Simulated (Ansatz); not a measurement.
## k-point convergence of GW for Bi2Se3 (Paraguanajuatite)

How dense a mesh does GW need for Bi2Se3 (Paraguanajuatite), and how does the time grow?

Program: Ansatz 0.2.0. Level of theory: G0W0 on PBE, plane waves, PAW; PAW set soft_1. Results are calculated unless marked as measured.

### Step 1. Starting point

It takes space group R-3m (No. 166, trigonal). Conventional cell: a = 4.143 Å, b = 4.143 Å, c = 28.636 Å, α = 90.00°, β = 90.00°, γ = 120.00°. Nearest to Bi lie 6 Se at 2.85 to 3.07 Å. Nearest to Se lie 6 Bi at 3.07 Å. Nearest to Se lie 3 Bi at 2.85 Å. Farther neighbours and most contacts between anions are not listed.

The cell and positions come from the Crystallography Open Database and are kept as given unless a step says otherwise. Spin-orbit coupling is left out unless a step names it.

### Step 2. The 2×2×2 mesh

Now the one-shot GW correction: screening in the RPA, then the self-energy of the levels asked for. This step takes PAW set soft_1 files.

Contents of input.yaml:

```yaml
crystal:
  lattice:
    - [2.0715, 1.1959810826, 9.5453333333]
    - [-2.0715, 1.1959810826, 9.5453333333]
    - [0.0, -2.3919621653, 9.5453333333]
  atoms:
    - { symbol: Bi, position: [0.4008, 0.4008, 0.4008] }
    - { symbol: Bi, position: [0.5992, 0.5992, 0.5992] }
    - { symbol: Se, position: [0.0, 0.0, 0.0] }
    - { symbol: Se, position: [0.2117, 0.2117, 0.2117] }
    - { symbol: Se, position: [0.7883, 0.7883, 0.7883] }
kpoints:
  mp_grid: { grid: [2, 2, 2] }
hamiltonian:
  xc: pbe
  pseudopotentials: { kind: paw, azcp: { folder: soft_1 } }
scf:
  occupations: { method: fixed }
gw:
  n_empty_bands: 322
  ecut_chi: 100
  qp_bands: [v2, c2]
  qp_kpoints: band_edges
  screening: { model: contour_deformation }
```

The run is started by

```bash
$ ansatz run input.yaml --threads 2 --pin off --max-ram 92160MiB --backend cuda --events-out ev --progress --plain --runs-dir out --devices 1 --max-vram 13GiB
```

Numbers of over 12 decimals in the logs are rounded to 6 here.

What it wrote:

```text
GPUs: using 1 of 1 available (devices: 1).
Engine: ansatz 0.2.0, x86_64-unknown-linux-gnu
Pseudopotentials: kind: paw
Pseudopotential: Bi, paw, valence charge 15, recommended cutoff 420 eV (normal), soft_1/Bi.paw.azcp
Pseudopotential: Se, paw, valence charge 16, recommended cutoff 420 eV (normal), soft_1/Se.paw.azcp
Functional definition: PBE
  parameter kappa = 0.804
  parameter beta = 0.066725
  exchange = pbe_x(kappa = kappa, mu = beta*pi^2/3)
  correlation = pbe_c(beta = beta)
device memory: the entry about to start is reckoned to put 3.5 GiB on a device that reports 35.2 GiB free (of which the cap on the GPU budget leaves the run 13.0 GiB)
GPU FFT provider: cuFFT
GPU libraries: cuBLAS 13.8.2, cuFFT 12.4.0, cuSOLVER 12.3.4
Crystal: 5 atoms, lattice volume = 141.890 Å³
Basis set: ecut = 420 eV, 2743 PW (Γ)
Bands: 47, of which v1, the nominal top of the filled ones, is band 39 counted from 1 (38 counted from 0)
Symmetry: 12 space group operations
Space group: R-3m (ITA 166), of the structure as read, at distance tolerance 5.2e-5 Å
k-points: 4 of 8
Non-local potential: Bi, projectors of the file, l = 0: 2, l = 1: 2, l = 2: 2, l = 3: 1
Non-local potential: Se, projectors of the file, l = 0: 2, l = 1: 2, l = 2: 3, l = 3: 1
PAW form: soft (Blöchl's): semilocal exchange-correlation on the pseudo side does not see the compensation charge
PAW one-centre angular grid: Bi, 590 points (default); XC on 64 Gauss nodes
PAW one-centre angular grid: Se, 590 points (default); XC on 64 Gauss nodes
Initial density: superposition of atomic densities (chi_scale 0.1, normalization cell, long waves kept (reshape's long-wave potential 0.38 eV rms))
Initial wavefunctions: pseudopotential atomic-orbital guess
GPU buffer pool allocated for 373248 grid points (all kernels)
GPU transforms: local potential and band sums: pruned to the plane-wave sphere, on 72×72×72
Functional: x = pbe(κ = 0.804, μ = 0.219515), c = pbe(β = 0.066725)
SCF iter   1: F=—  HF=-41207.292835 eV  |F-HF|=—  |Δ(HF+E_count)|=         —  Δρ=2.97e-2  dr2=5.61e0  ethr=3.10e-3  ⟨swp⟩=5.0  Hψ=607  notcnv=0  defer=19
preconditioner: auto → Resta (q_TF=auto, 2.469 Å⁻¹)  ε∞=4.3  [insulator: Δε(μ)=0.255 eV  Ē_g=9.148 eV  n_scr=36 (ndim 8)  ℏωp=16.5 eV  f_vac=0.016  ε∞_Penn≈4.3]
SCF iter   2: F=—  HF=-41206.827949 eV  |F-HF|=—  |Δ(HF+E_count)|=   4.65e-1  Δρ=1.98e-2  dr2=1.36e0  ethr=3.10e-3  ⟨swp⟩=3.0  Hψ=270  notcnv=0  defer=19
SCF iter   3: F=—  HF=-41206.665869 eV  |F-HF|=—  |Δ(HF+E_count)|=   1.62e-1  Δρ=1.16e-2  dr2=1.61e-1  ethr=1.74e-3  ⟨swp⟩=2.0  Hψ=203  notcnv=0  defer=22
SCF iter   4: F=—  HF=-41206.661943 eV  |F-HF|=—  |Δ(HF+E_count)|=   3.93e-3  Δρ=2.52e-3  dr2=2.32e-2  ethr=2.06e-4  ⟨swp⟩=2.2  Hψ=388  notcnv=0  defer=22
SCF iter   5: F=—  HF=-41206.656301 eV  |F-HF|=—  |Δ(HF+E_count)|=   5.64e-3  Δρ=1.43e-3  dr2=6.82e-3  ethr=2.97e-5  ⟨swp⟩=2.0  Hψ=348  notcnv=0  defer=22
SCF iter   6: F=—  HF=-41206.656521 eV  |F-HF|=—  |Δ(HF+E_count)|=   2.20e-4  Δρ=3.63e-4  dr2=5.27e-4  ethr=8.74e-6  ⟨swp⟩=2.2  Hψ=227  notcnv=0  defer=22
SCF iter   7: F=—  HF=-41206.656686 eV  |F-HF|=—  |Δ(HF+E_count)|=   1.66e-4  Δρ=1.60e-4  dr2=1.17e-4  ethr=6.76e-7  ⟨swp⟩=2.0  Hψ=300  notcnv=0  defer=13
SCF iter   8: F=—  HF=-41206.656698 eV  |F-HF|=—  |Δ(HF+E_count)|=   1.18e-5  Δρ=5.59e-5  dr2=9.88e-6  ethr=1.50e-7  ⟨swp⟩=2.0  Hψ=338  notcnv=0  defer=6
SCF iter   9: F=—  HF=-41206.656704 eV  |F-HF|=—  |Δ(HF+E_count)|=   6.10e-6  Δρ=1.98e-5  dr2=7.98e-7  ethr=1.27e-8  ⟨swp⟩=2.0  Hψ=338  notcnv=0  defer=6
SCF iter  10: F=-41206.656706 eV  HF=-41206.656705 eV  |F-HF|=5.87e-8  |Δ(HF+E_count)|=   1.24e-6  Δρ=3.94e-6  dr2=2.94e-8  ethr=1.28e-10  ⟨swp⟩=9.8  Hψ=745  notcnv=0
SCF 1 converged in 10 iterations: F = -41206.656706 eV  dr2 = 2.94e-8
[...]
device memory: the entry about to start is reckoned to put 4.2 GiB on a device that reports 35.2 GiB free (of which the cap on the GPU budget leaves the run 13.0 GiB)
NSCF: frozen V_eff on 4 k-points
[...]
device memory: the entry about to start is reckoned to put 3.1 GiB on a device that reports 35.2 GiB free (of which the cap on the GPU budget leaves the run 13.0 GiB)
NSCF: frozen V_eff on 4 k-points
G₀W₀ screening: q 1/4
[... further progress lines ...]
device memory: the entry about to start is reckoned to put 1.4 GiB on a device that reports 49.0 GiB free (of which the cap on the GPU budget leaves the run 13.0 GiB)
NSCF: frozen V_eff on 1 k-points
device memory: the entry about to start is reckoned to put 1.4 GiB on a device that reports 48.4 GiB free (of which the cap on the GPU budget leaves the run 13.0 GiB)
NSCF: frozen V_eff on 1 k-points
device memory: the entry about to start is reckoned to put 1.4 GiB on a device that reports 48.5 GiB free (of which the cap on the GPU budget leaves the run 13.0 GiB)
NSCF: frozen V_eff on 1 k-points
SCF converged after 10 iterations
Free energy (F): -41206.656706 eV
Harris-Foulkes:  -41206.656705 eV  (|F-HF|=5.87e-8)
Internal energy: -41206.656706 eV  (E = F + TS)
E sigma→0 (E₀):  -41206.656706 eV
Fermi energy:    8.948679 eV
--- Per-component energies (eV) ---
  E_band       = -1347.158690
  E_kinetic    = 838.247804
  E_local      = -10646.461444  (includes V_loc(G=0)·N_el)
  E_nonlocal   = -245.122908
  E_hartree    = 5194.769762
  E_xc         = -561.272336
  E_vxc        = -536.282461  (∫ρ·V_xc dr)
  E_paw        = -27712.440232  (= ΣΔE_a)
  E_vpaw       = -1147.076736  (= ΣTr[D̂ρ^β])
  E_aug_tail   = -0.000772  (compensation charges beyond the density's cutoff)
  E_ewald      = -8074.376580
  E_smearing   = -0.000000  (= −TS)
  E_closure    = -0.000000  (closes the sum)
  Σ components = -41206.656706   (vs F -41206.656706, Δ=0.00e0)
--- Band table (eV) ---
  k-point 0: bands = [... 35 lower, 7.0909, 7.7434, 7.7434, 8.9487, 9.1219, 10.2879, 10.2879, 11.0312, ... 4 higher]
  k-point 1: bands = [... 35 lower, 5.9308, 6.7812, 7.7185, 8.3823, 9.7554, 10.8187, 11.8939, 12.0727, ... 4 higher]
  k-point 2: bands = [... 35 lower, 7.0252, 7.0516, 7.3044, 7.9388, 10.2718, 10.8618, 11.4995, 11.9022, ... 4 higher]
  k-point 3: bands = [... 35 lower, 7.3950, 7.5633, 7.5633, 8.4611, 9.5789, 10.6023, 10.6023, 10.9471, ... 4 higher]
--- G₀W₀: contour deformation, 8 samples at zero and on the imaginary axis and 1 off it, 8 q-points, 322 empty bands' worth ---
  eigenvalues of the whole cell's RPA ε∞ on this k-mesh (on a slab, of 1 + 4πα/V) = 45.4136, 45.4136, 540.5067; static W/v taken at q = 0 is 0.015435
  bands read: the sum over 361 bands ends inside a degenerate multiplet in 1 slot, whose members it reads at an even weight; the widest, k=3: bands 361 to 362 (counted from 1) at 1/2 each
  gw.qp_kpoints: band_edges: 4 of 4 stored k-points solved, in 1 pass; an edge of the gap read off the rows below is read off those points alone
  `?` marks the rows in doubt; gw_qp.tsv's column doubts and the gw_qp event give each row's grounds
    ik  band        ε_KS         Σx   Σc(E_QP)       V_xc       Z   E_QP_lin       E_QP  E_QP is
     0    38      7.7434   -17.5756     2.2042   -14.9055  0.6907     7.3830     7.2775  root ?
     0    39      8.9487   -16.5754     0.8065   -15.5758  0.7082     8.7467     8.7555  root
     0    40      9.1219    -9.6800    -3.1440   -12.7816  0.7294     9.0798     9.0793  root
     0    41     10.2879    -9.5589    -3.7055   -13.3025  0.7210    10.3261    10.3260  root
     1    38      7.7185   -17.2780     1.9292   -14.8744  0.7010     7.3543     7.2440  root ?
     1    39      8.3823   -16.4787     1.0885   -15.1533  0.7181     8.1266     8.1454  root
     1    40      9.7554    -9.7094    -3.2244   -12.9230  0.7357     9.7447     9.7445  root
     1    41     10.8187    -9.9624    -3.4917   -13.5102  0.7291    10.8751    10.8748  root
     2    38      7.3044   -17.0044     2.3951   -14.3634  0.6176     7.0054     7.0585  root ?
     2    39      7.9388   -16.4156     1.2990   -14.8484  0.7150     7.6441     7.6706  root ?
     2    40     10.2718    -9.9537    -3.2428   -13.1524  0.6622    10.2288    10.2277  root
     2    41     10.8618    -9.6662    -3.4094   -13.1039  0.6885    10.8898    10.8901  root
     3    38      7.5633   -17.4622     2.4983   -14.6745  0.6654     7.2276     7.2739  root ?
     3    39      8.4611   -15.6139     0.8463   -14.6317  0.6639     8.3175     8.3253  root
     3    40      9.5789   -10.7933    -2.9098   -13.6399  0.6381     9.5178     9.5157  root
     3    41     10.6023    -9.8058    -3.8506   -13.6837  0.6677    10.6296    10.6296  root
```

The job ended after 15 s (1 × NVIDIA H100 80GB HBM3 (shared by 6 runs) with 2 threads of AMD EPYC 7R13 (Zen 3), shared host; peak memory 1.2 GiB).

This step gave:

```yaml
bands_summed: 361
rpa_eps_infinity_on_this_mesh_eigenvalues: 45.41, 45.41, 540.5
plane_waves_in_the_screening_matrix: 321
q_points_in_the_mesh: 8
g0w0_gap_on_the_mesh: 0.3238 eV
k_of_the_valence_top: 0, 0, 0
k_of_the_conduction_bottom: 0, 0, 0
starting_gap_on_the_mesh: 0.1732 eV
z_at_the_valence_top: 0.7082
z_at_the_conduction_bottom: 0.7294
least_direct_g0w0_gap_on_the_computed_points: 0.3238 eV
```

The gap on the mesh goes from 0.17 eV to 0.32 eV, a correction of +0.15 eV. Between the two edge states, bare exchange in place of the xc potential would open the gap by 4.10 eV, and correlation takes back 3.95 eV.

### Step 3. The 4×4×4 mesh

Only the mesh changes. It samples the long-range screening, which converges on its own terms.

Changes to input.yaml since step 2:

```diff
@@ -12,3 +12,3 @@
 kpoints:
-  mp_grid: { grid: [2, 2, 2] }
+  mp_grid: { grid: [4, 4, 4] }
 hamiltonian:
```

What it wrote:

```text
GPUs: using 1 of 1 available (devices: 1).
[...]
GPU FFT provider: cuFFT
GPU libraries: cuBLAS 13.8.2, cuFFT 12.4.0, cuSOLVER 12.3.4
Crystal: 5 atoms, lattice volume = 141.890 Å³
Basis set: ecut = 420 eV, 2743 PW (Γ)
Bands: 47, of which v1, the nominal top of the filled ones, is band 39 counted from 1 (38 counted from 0)
[... 1 set-up line as in the run before ...]
[...]
k-points: 13 of 64
[...]
GPU buffer pool allocated for 373248 grid points (all kernels)
[...]
SCF iter   1: F=—  HF=-41208.253543 eV  |F-HF|=—  |Δ(HF+E_count)|=         —  Δρ=2.89e-2  dr2=5.09e0  ethr=3.10e-3  ⟨swp⟩=4.9  Hψ=2046  notcnv=0  defer=66
[...]
SCF iter  10: F=-41207.630547 eV  HF=-41207.630547 eV  |F-HF|=1.73e-8  |Δ(HF+E_count)|=   4.09e-7  Δρ=1.95e-6  dr2=9.69e-9  ethr=1.28e-10  ⟨swp⟩=10.2  Hψ=2720  notcnv=0
SCF 1 converged in 10 iterations: F = -41207.630547 eV  dr2 = 9.69e-9
[...]
6    38      7.2384   -16.8508     2.0724   -14.3745  0.6895     6.8861     6.8345  root
     6    39      7.8720   -16.5321     1.2865   -14.8779  0.7348     7.5558     7.5043  root ?
     6    40     10.2172    -9.9607    -3.1918   -13.1696  0.7436    10.2344    10.2344  root
[...]
7    38      7.5956   -17.0696     1.8849   -14.8063  0.7158     7.2422     7.2172  root ?
     7    39      8.6019   -15.4461     0.4544   -14.8020  0.7336     8.3994     8.4122  root ?
[...]
8    38      7.7602   -16.9005     1.5318   -15.0011  0.7355     7.4383     7.3925  root ?
     8    39      8.6051   -16.7477     0.9723   -15.5606  0.7390     8.3623     8.3904  root ?
[...]
8    41     10.8013   -10.2543    -3.4081   -13.7566  0.7496    10.8962    10.8955  root
    12    38      7.4990   -17.0211     1.9765   -14.6699  0.7089     7.1464     7.1242  root
    12    39      8.4230   -15.8173     0.8571   -14.7542  0.7252     8.1948     8.2170  root ?
    12    40      9.5113   -10.5940    -2.9442   -13.5463  0.7324     9.5193     9.5193  root
    12    41     10.5830   -10.1897    -3.4192   -13.6785  0.7300    10.6530    10.6526  root
[key lines of the parts left out:]
SCF converged after 10 iterations
Free energy (F): -41207.630547 eV
Fermi energy:    8.870564 eV
```

Elapsed: 45 s, on 1 × NVIDIA H100 80GB HBM3 (shared by 6 runs) with 2 threads; peak memory 1.6 GiB; 71 s of CPU time.

This step gave:

| Property | Result |
| --- | --- |
| bands summed | 361 |
| RPA ε∞ on this mesh (eigenvalues) | 21.12, 21.12, 49.79 |
| plane waves in the screening matrix | 321 |
| q-points in the mesh | 64 |
| G0W0 gap on the mesh | 0.4331 eV |
| k of the valence top | 0, 0, 0 |
| k of the conduction bottom | 0, 0, 0 |
| starting gap on the mesh | 0.2319 eV |
| Z at the valence top | 0.7385 |
| Z at the conduction bottom | 0.7700 |
| least direct G0W0 gap on the computed points | 0.4331 eV |

Against the run with 2×2×2 mesh, 322 empty bands, screening to 100 eV, PAW set soft_1 files, the gap moves by +0.11 eV, while the start moved by +0.06 eV.

### Step 4. The 6×6×6 mesh

Changes to input.yaml since step 3:

```diff
@@ -12,3 +12,3 @@
 kpoints:
-  mp_grid: { grid: [4, 4, 4] }
+  mp_grid: { grid: [6, 6, 6] }
 hamiltonian:
```

What it wrote:

```text
GPUs: using 1 of 1 available (devices: 1).
[...]
GPU FFT provider: cuFFT
GPU libraries: cuBLAS 13.8.2, cuFFT 12.4.0, cuSOLVER 12.3.4
Crystal: 5 atoms, lattice volume = 141.890 Å³
Basis set: ecut = 420 eV, 2743 PW (Γ)
Bands: 47, of which v1, the nominal top of the filled ones, is band 39 counted from 1 (38 counted from 0)
[... 1 set-up line as in the run before ...]
[...]
k-points: 32 of 216
[...]
29    41     10.6189   -10.3217    -3.2798   -13.6882  0.7650    10.7056    10.7055  root
    31    38      7.4960   -16.9025     1.8963   -14.6720  0.7259     7.1398     7.1617  root
    31    39      8.4255   -15.6879     0.6862   -14.7436  0.7437     8.1881     8.1674  root ?
    31    40      9.5110   -10.7462    -2.7957   -13.5551  0.7576     9.5241     9.5241  root
    31    41     10.5841   -10.2932    -3.3107   -13.6779  0.7524    10.6583    10.6581  root
[key lines of the parts left out:]
SCF converged after 10 iterations
Free energy (F): -41207.616194 eV
Fermi energy:    8.875348 eV
```

Run time: 3.9 min. Hardware: 1 × NVIDIA H100 80GB HBM3 (shared by 6 runs) with 2 threads; peak memory 2.4 GiB; 7 min of CPU time.

This step gave:

```yaml
bands_summed: 361
rpa_eps_infinity_on_this_mesh_eigenvalues: 20.52, 20.52, 26.90
plane_waves_in_the_screening_matrix: 321
g0w0_gap_on_the_mesh: 0.4421 eV
k_of_the_valence_top: 0, 0, 0
k_of_the_conduction_bottom: 0, 0, 0
starting_gap_on_the_mesh: 0.2240 eV
least_direct_g0w0_gap_on_the_computed_points: 0.4421 eV
```

Against the run with 4×4×4 mesh, 322 empty bands, screening to 100 eV, PAW set soft_1 files, the gap moves by +0.009 eV.

### Step 5. The meshes together

Times are wall times on 1 × NVIDIA H100 80GB HBM3 (shared by 6 runs) with 2 threads of AMD EPYC 7R13 (Zen 3), shared host, good to a factor of about two.

| mesh | points | irreducible | start (eV) | G0W0 (eV) | shift (eV) | RPA ε∞ (mean) | time |
| --- | --- | --- | --- | --- | --- | --- | --- |
| 2×2×2 | 8 | 4 | 0.173 | 0.324 | +0.151 | 210.44 | 15 s |
| 4×4×4 | 64 | 13 | 0.232 | 0.433 | +0.201 | 30.68 | 45 s |
| 6×6×6 | 216 | 32 | 0.224 | 0.442 | +0.218 | 22.65 | 3.9 min |

### Step 6. Results

| Quantity | Value |
| --- | --- |
| 2×2×2 | 0.324 eV (shift +0.151) |
| 4×4×4 | 0.433 eV (shift +0.201) |
| 6×6×6 | 0.442 eV (shift +0.218) |
| settings | PBE start, 322 empty bands, 100 eV |

The shift is +0.15 eV on 2×2×2 and +0.22 eV on 6×6×6; the last step moves it by +0.017 eV. The RPA ε∞ (mean) ranges from 22.65 to 210.44 and ends at 22.65; the coarsest mesh overstates it. The starting gap changes too, by 0.06 eV, since the meshes hold different points and converge the density differently. From 8 to 216 points the time grows 16-fold. Bands and cutoff are modest here, so the values stand off the basis limit. Where an edge is built on 6p states of lead, bismuth or thallium, scalar-relativistic gaps usually stand too wide, by a few tenths to over one eV. With atoms this heavy and so narrow a gap, spin-orbit coupling can invert the bands. These scalar-relativistic gaps are then model values, not to be set against experiment, and a spin-orbit change taken from DFT can't simply be added. The program marks a band-edge row as in doubt, so the gap is less sure than its digits.

[Paths, hosts, dates, memory and timing lines, banners, echoed tables and standing remarks are left out of the program output.]

[Logs are printed without paths, hosts, clocks, repeated set-up lines and the standing remarks that a program may print on its own settings, such as how far it seeks lower states.]

[Runs of the session that timed out or met a known fault of the program may be left out.]

[Cells called generated may have been cut or substituted from an entry of the Crystallography Open Database or the Materials Project.]

[Hosts, paths, dates, database ids (printed as entryN), source tags and the programs' standing remarks are cut or masked in the printed files.]
